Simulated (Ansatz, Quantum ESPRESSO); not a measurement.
# Si3Os (Fm-3m): zone-centre phonons, part 2 of 3

Wanted: the vibrations of Si3Os (Fm-3m) at Γ, by two programs.

Quantum ESPRESSO 7.5; DFT LDA, scalar-relativistic, plane waves, PseudoDojo norm-conserving pseudopotentials.

So far. Step 2 (A first look): No gap opens on this mesh, so smearing is kept; the start stands at -13 GPa. Step 4 (Self-consistent run for the response): The cell stands at -0.005 GPa, close enough for phonons. The relaxed cell has a = 5.940 Å (conventional setting).

The structure was built from a prototype and need not be the compound's stable phase.

## (5) Linear response at Γ

At q = 0 one unit cell holds all displacements; symmetry groups them into irreducible representations that are solved one by one. With smeared occupations no response to a homogeneous field can be asked.

ph.in

```
phonons
&inputph
   prefix = 'x'
   outdir = './tmp'
   fildyn = 'g.dyn'
   tr2_ph = 1.0d-18
   alpha_mix(1) = 0.4
   nmix_ph = 8
/
0.000000000000 0.000000000000 0.000000000000
```

The run is started by

```
> OMP_NUM_THREADS=1 mpirun -n 4 ph.x -nk 4 -in ph.in > ph.out
```

The log of the run:

```text
[banners, grids, parts of the stress and lines that vanish by symmetry left out]
[banner, memory and clock lines left out]
Program PHONON v.7.5

     ./tmp/x.save/

     IMPORTANT: XC functional enforced from input :
     Exchange-correlation= PW
                           (   1   4   0   0   0   0   0)
     Any further DFT definition will be discarded
     Please, verify this is what you really want

     G-vector sticks info

     Reading collected, re-writing distributed wavefunctions in ./tmp/

     Number and degeneracy of irreps per q-point
       N         xq(1)         xq(2)         xq(3)   N irreps
       1   0.000000000   0.000000000   0.000000000       4
        3   3   3   3

     Calculation of q =    0.0000000   0.0000000   0.0000000

     phonons

     bravais-lattice index     =            2
     lattice parameter (alat)  =      11.2248  a.u.
     unit-cell volume          =     353.5667 (a.u.)^3
     number of atoms/cell      =            4
     number of atomic types    =            2
     kinetic-energy cut-off    =      74.0000  Ry
     charge density cut-off    =     296.0000  Ry
     convergence threshold     =      1.0E-18
     beta                      =       0.4000
     number of iterations used =            8
     Exchange-correlation= PW
                           (   1   4   0   0   0   0   0)

     celldm(1)=   11.22476  celldm(2)=    0.00000  celldm(3)=    0.00000
     celldm(4)=    0.00000  celldm(5)=    0.00000  celldm(6)=    0.00000

     crystal axes: (cart. coord. in units of alat)
               a(1) = ( -0.5000  0.0000  0.5000 )
               a(2) = (  0.0000  0.5000  0.5000 )
               a(3) = ( -0.5000  0.5000  0.0000 )

     reciprocal axes: (cart. coord. in units 2 pi/alat)
               b(1) = ( -1.0000 -1.0000  1.0000 )
               b(2) = (  1.0000  1.0000  1.0000 )
               b(3) = ( -1.0000  1.0000 -1.0000 )

     Atoms inside the unit cell:

     Cartesian axes

     site n.  atom      mass           positions (alat units)
        1  Os    190.2300   tau(    1) = (    0.00000    0.00000    0.00000  )
        2  Si     28.0850   tau(    2) = (   -0.50000    0.50000    0.50000  )
        3  Si     28.0850   tau(    3) = (   -0.75000    0.75000    0.75000  )
        4  Si     28.0850   tau(    4) = (   -0.25000    0.25000    0.25000  )

     Computing dynamical matrix for
                    q = (   0.0000000   0.0000000   0.0000000 )

     49 Sym.Ops. (with q -> -q+G )

     G cutoff =  944.6832  (  30467 G-vectors)     FFT grid: ( 45, 45, 45)

     number of k points=    47  Marzari-Vanderbilt smearing, width (Ry)=  0.0200
                       cart. coord. in units 2pi/alat
        k(    1) = (   0.0000000   0.0000000   0.0000000), wk =   0.0020000
        k(    2) = (  -0.1000000   0.1000000  -0.1000000), wk =   0.0160000
        k(    3) = (  -0.2000000   0.2000000  -0.2000000), wk =   0.0160000
        [... further k-points left out ...]

     PseudoPot. # 1 for Os read from file:
     ./pseudo/Os.upf
     Pseudo is Norm-conserving + core correction, Zval = 16.0
     Using radial grid of 1312 points,  8 beta functions with:
                l(1) =   0
                l(2) =   0
                l(3) =   1
                l(4) =   1
                l(5) =   2
                l(6) =   2
                l(7) =   3
                l(8) =   3

     PseudoPot. # 2 for Si read from file:
     ./pseudo/Si.upf
     Pseudo is Norm-conserving + core correction, Zval =  4.0
     Using radial grid of 1510 points,  6 beta functions with:
                l(1) =   0
                l(2) =   0
                l(3) =   1
                l(4) =   1
                l(5) =   2
                l(6) =   2

     Mode symmetry, O_h (m-3m)  point group:

     Atomic displacements:
     There are    4 irreducible representations

     Representation     1      3 modes -  To be done

     Representation     2      3 modes -  To be done

     Representation     3      3 modes -  To be done

     Representation     4      3 modes -  To be done

     Alpha used in Ewald sum =   2.8000

     Representation #   1 modes #   1   2   3

     Self-consistent Calculation
      iter #   1   av.it.:   7.7
      thresh= 1.000E-02 alpha_mix =  0.400 |ddv_scf|^2 =  5.766E-08
      iter #   2   av.it.:  16.9
      thresh= 2.401E-05 alpha_mix =  0.400 |ddv_scf|^2 =  8.734E-10
      iter #   3   av.it.:  17.0
      thresh= 2.955E-06 alpha_mix =  0.400 |ddv_scf|^2 =  1.054E-10
      iter #   4   av.it.:  17.8
      thresh= 1.026E-06 alpha_mix =  0.400 |ddv_scf|^2 =  3.160E-13
      iter #   5   av.it.:  17.7
      thresh= 5.622E-08 alpha_mix =  0.400 |ddv_scf|^2 =  2.007E-14
      iter #   6   av.it.:  18.2
      thresh= 1.417E-08 alpha_mix =  0.400 |ddv_scf|^2 =  7.339E-16
      iter #   7   av.it.:  18.5
      thresh= 2.709E-09 alpha_mix =  0.400 |ddv_scf|^2 =  3.257E-18
      iter #   8   av.it.:  18.3
      thresh= 1.805E-10 alpha_mix =  0.400 |ddv_scf|^2 =  3.336E-19

     End of self-consistent calculation

     Convergence has been achieved

     Representation #   2 modes #   4   5   6

     Self-consistent Calculation
      iter #   1   av.it.:   6.8
      thresh= 1.000E-02 alpha_mix =  0.400 |ddv_scf|^2 =  1.139E-08
      iter #   2   av.it.:  17.0
      thresh= 1.067E-05 alpha_mix =  0.400 |ddv_scf|^2 =  7.401E-10
      iter #   3   av.it.:  17.4
      thresh= 2.721E-06 alpha_mix =  0.400 |ddv_scf|^2 =  5.663E-11
      iter #   4   av.it.:  17.1
      thresh= 7.525E-07 alpha_mix =  0.400 |ddv_scf|^2 =  5.937E-12
      iter #   5   av.it.:  17.5
      thresh= 2.437E-07 alpha_mix =  0.400 |ddv_scf|^2 =  7.776E-14
      iter #   6   av.it.:  18.6
      thresh= 2.788E-08 alpha_mix =  0.400 |ddv_scf|^2 =  9.914E-16
[...]
End of self-consistent calculation

     Convergence has been achieved

     Representation #   3 modes #   7   8   9

     Self-consistent Calculation
[...]
End of self-consistent calculation

     Convergence has been achieved

     Representation #   4 modes #  10  11  12

     Self-consistent Calculation
[...]
iter #   3   av.it.:  17.2
      thresh= 1.675E-05 alpha_mix =  0.400 |ddv_scf|^2 =  2.398E-09
      iter #   4   av.it.:  17.7
      thresh= 4.897E-06 alpha_mix =  0.400 |ddv_scf|^2 =  1.434E-10
      iter #   5   av.it.:  18.0
      thresh= 1.198E-06 alpha_mix =  0.400 |ddv_scf|^2 =  3.268E-12
      iter #   6   av.it.:  18.3
      thresh= 1.808E-07 alpha_mix =  0.400 |ddv_scf|^2 =  2.996E-14
      iter #   7   av.it.:  17.8
      thresh= 1.731E-08 alpha_mix =  0.400 |ddv_scf|^2 =  5.153E-15
      iter #   8   av.it.:  18.5
      thresh= 7.178E-09 alpha_mix =  0.400 |ddv_scf|^2 =  1.059E-16
      iter #   9   av.it.:  18.2
      thresh= 1.029E-09 alpha_mix =  0.400 |ddv_scf|^2 =  5.407E-19

     End of self-consistent calculation

     Convergence has been achieved

     Number of q in the star =    1
     List of q in the star:
          1   0.000000000   0.000000000   0.000000000

     Diagonalizing the dynamical matrix

     q = (    0.000000000   0.000000000   0.000000000 )

 **************************************************************************
     freq (    1) =      -1.620401 [THz] =     -54.050745 [cm-1]
     freq (    2) =      -1.620401 [THz] =     -54.050745 [cm-1]
     freq (    3) =      -1.620401 [THz] =     -54.050745 [cm-1]
     freq (    4) =      -0.028583 [THz] =      -0.953428 [cm-1]
     freq (    5) =      -0.028583 [THz] =      -0.953428 [cm-1]
     freq (    6) =      -0.028583 [THz] =      -0.953428 [cm-1]
     freq (    7) =       7.705997 [THz] =     257.044380 [cm-1]
     freq (    8) =       7.705997 [THz] =     257.044380 [cm-1]
     freq (    9) =       7.705997 [THz] =     257.044380 [cm-1]
     freq (   10) =       8.588438 [THz] =     286.479460 [cm-1]
     freq (   11) =       8.588438 [THz] =     286.479460 [cm-1]
     freq (   12) =       8.588438 [THz] =     286.479460 [cm-1]
 **************************************************************************

     Mode symmetry, O_h (m-3m)  point group:

     freq (   1-   3) =        -54.1  [cm-1]   --> T_1u G_15  G_4- I
     freq (   4-   6) =         -1.0  [cm-1]   --> T_1u G_15  G_4- I
     freq (   7-   9) =        257.0  [cm-1]   --> T_2g G_25' G_5+ R
     freq (  10-  12) =        286.5  [cm-1]   --> T_1u G_15  G_4- I
```

The job ended after 10 min (4 MPI ranks of Arm Neoverse V2, shared host; 41 min of CPU time).

Numbers from this step:

```yaml
largest_acoustic_frequency_at_the_zone_centre_before_the_sum_rule: -0.95 cm⁻¹
highest_optical_zone_centre_mode_no_lo_to_term: 286.5 cm⁻¹
lowest_optical_zone_centre_mode: -54.05 cm⁻¹
```

The acoustic modes at Γ come out as far as 0.9 cm⁻¹ from zero, where they should vanish, a small numerical error. The lowest optical mode is imaginary, 54i cm⁻¹, an instability at this level and on this k mesh.

## (6) Modes with the sum rule

A rigid shift of the crystal must cost nothing, but grids and finite bases break this; the acoustic sum rule is imposed before the matrix is diagonalised again.

dynmat.in

```
&input
   fildyn = 'g.dyn'
   asr = 'simple'
   fileig = 'dynmat.eig'
/
```

The run is started by

```
> dynmat.x -in dynmat.in > dynmat.out
```

The log of the run:

```text
[banner, memory and clock lines left out]
Program DYNMAT v.7.5

     Reading Dynamical Matrix from file g.dyn
     ...Force constants read
     ...epsilon and Z* not read (not found on file)
     A direction for q was not specified:TO-LO splitting will be absent

     Polarizability (A^3 units)
     multiply by 1.000000 for Clausius-Mossotti correction
         0.000000    0.000000    0.000000
         0.000000    0.000000    0.000000
         0.000000    0.000000    0.000000

     IR activities are in (D/A)^2/amu units

# mode   [cm-1]    [THz]      IR
    1    -54.04   -1.6202    0.0000
    2    -54.04   -1.6202    0.0000
    3    -54.04   -1.6202    0.0000
    4     -0.00   -0.0000    0.0000
    5     -0.00   -0.0000    0.0000
    6     -0.00   -0.0000    0.0000
    7    257.04    7.7060    0.0000
    8    257.04    7.7060    0.0000
    9    257.04    7.7060    0.0000
   10    286.48    8.5885    0.0000
   11    286.48    8.5885    0.0000
   12    286.48    8.5885    0.0000

[end of the log left out, with the tail of the file of modes that dynmat.x writes under the same name]
```

Elapsed: 0.45 s, on 1 thread.

Read from the output:

```yaml
lowest_optical_zone_centre_mode: -54.04 cm⁻¹
```

Unit eigenvectors of the mass-weighted matrix after the sum rule; no LO-TO term. Modes at Γ, with each element's share of the kinetic energy (negative means imaginary):

```tsv
mode	frequency (cm⁻¹)	Os %	Si %
1	-54.0	29	71
2	-54.0	29	71
3	-54.0	29	71
4	0.0	69	31
5	0.0	69	31
6	0.0	69	31
7	257.0	0	100
8	257.0	0	100
9	257.0	0	100
10	286.5	2	98
11	286.5	2	98
12	286.5	2	98
```

Displacements in mode 1 (-54.0 cm⁻¹), the largest set to 1:
```
Os1 -0.01  0.00 -0.31
Si2  0.02  0.00  1.00
Si3  0.01  0.00  0.54
Si4  0.01  0.00  0.54
```

Displacements in mode 7 (257.0 cm⁻¹), the largest set to 1:
```
Os1  0.00  0.00  0.00
Si2  0.00  0.00  0.00
Si3  1.00 -0.25 -0.39
Si4 -1.00  0.25  0.39
```

The rule moves no optical mode by more than 0.1 cm⁻¹.

## (7) Sum rules set otherwise: a sum rule for molecules or wires on a crystal

This rule also removes rotations, which suits molecules and not a crystal; it is tried to see the harm.

dynmat.in

```
&input
   fildyn = 'g.dyn'
   asr = 'zero-dim'
   fileig = 'dynmat.eig'
/
```

The run is started by

```
> dynmat.x -in dynmat.in > dynmat.out
```

The log of the run:

```text
[banner, memory and clock lines left out]
Program DYNMAT v.7.5

     Reading Dynamical Matrix from file g.dyn
     ...Force constants read
     ...epsilon and Z* not read (not found on file)
     Acoustic Sum Rule: || Z*(ASR) - Z*(orig)|| =    0.000000E+00
     Acoustic Sum Rule: ||dyn(ASR) - dyn(orig)||=    1.910030E-01
     A direction for q was not specified:TO-LO splitting will be absent

     Polarizability (A^3 units)
     multiply by 1.000000 for Clausius-Mossotti correction
         0.000000    0.000000    0.000000
         0.000000    0.000000    0.000000
         0.000000    0.000000    0.000000

     IR activities are in (D/A)^2/amu units

# mode   [cm-1]    [THz]      IR
    1    -54.07   -1.6208    0.0000
    2     -0.00   -0.0000    0.0000
    3     -0.00   -0.0000    0.0000
    4     -0.00   -0.0000    0.0000
    5      0.00    0.0000    0.0000
    6      0.00    0.0000    0.0000
    7    157.29    4.7155    0.0000
    8    157.29    4.7155    0.0000
    9    257.04    7.7060    0.0000
   10    286.48    8.5884    0.0000
   11    288.94    8.6623    0.0000
   12    288.94    8.6623    0.0000

[end of the log left out, with the tail of the file of modes that dynmat.x writes under the same name]
```

Elapsed: 0.45 s, on 1 thread.

The program raised no error, yet the settings are not those of a careful run.

The fault: a sum rule for molecules or wires on a crystal; 2 optical modes are projected out to zero frequency, as if they were rotations.

For a crystal the rule has to be 'simple' or 'crystal'.

Zone-centre frequencies as printed; negative means imaginary. Modes:

```tsv
mode	frequency (cm⁻¹)
1	-54.07
2	0
3	0
4	0
5	0
6	0
7	157.3
8	157.3
9	257
10	286.5
11	288.9
12	288.9
```

## (8) Sum rules set otherwise (asr no)

Without the rule the raw error of the acoustic modes shows.

dynmat.in

```
&input
   fildyn = 'g.dyn'
   asr = 'no'
   fileig = 'dynmat.eig'
/
```

The run is started by

```
> dynmat.x -in dynmat.in > dynmat.out
```

The log of the run:

```text
[banner, memory and clock lines left out]
Program DYNMAT v.7.5

     Reading Dynamical Matrix from file g.dyn
     ...Force constants read
     ...epsilon and Z* not read (not found on file)
     A direction for q was not specified:TO-LO splitting will be absent

     Polarizability (A^3 units)
     multiply by 1.000000 for Clausius-Mossotti correction
         0.000000    0.000000    0.000000
         0.000000    0.000000    0.000000
         0.000000    0.000000    0.000000

     IR activities are in (D/A)^2/amu units

# mode   [cm-1]    [THz]      IR
    1    -54.05   -1.6204    0.0000
    2    -54.05   -1.6204    0.0000
    3    -54.05   -1.6204    0.0000
    4     -0.95   -0.0286    0.0000
    5     -0.95   -0.0286    0.0000
    6     -0.95   -0.0286    0.0000
    7    257.04    7.7060    0.0000
    8    257.04    7.7060    0.0000
    9    257.04    7.7060    0.0000
   10    286.48    8.5884    0.0000
   11    286.48    8.5884    0.0000
   12    286.48    8.5884    0.0000

[end of the log left out, with the tail of the file of modes that dynmat.x writes under the same name]
```

Elapsed: 0.45 s, on 1 thread.

Read from the output:

```
lowest optical zone-centre mode : -54.05 cm⁻¹
```

Zone-centre frequencies as printed; negative means imaginary. Modes:

```tsv
mode	frequency (cm⁻¹)
1	-54.05
2	-54.05
3	-54.05
4	-0.95
5	-0.95
6	-0.95
7	257
8	257
9	257
10	286.5
11	286.5
12	286.5
```

Against the first rule no mode moves by more than 1.0 cm⁻¹.

(Part 2 of 3 ends here.)

[Host names and launcher messages were left out of these logs when they were recorded.]

[Logs are printed without paths, hosts, clocks, repeated set-up lines and the standing remarks that a program may print on its own settings, such as how far it seeks lower states.]

[Hosts, paths, dates, database ids (printed as entryN), source tags and the programs' standing remarks are cut or masked in the printed files.]
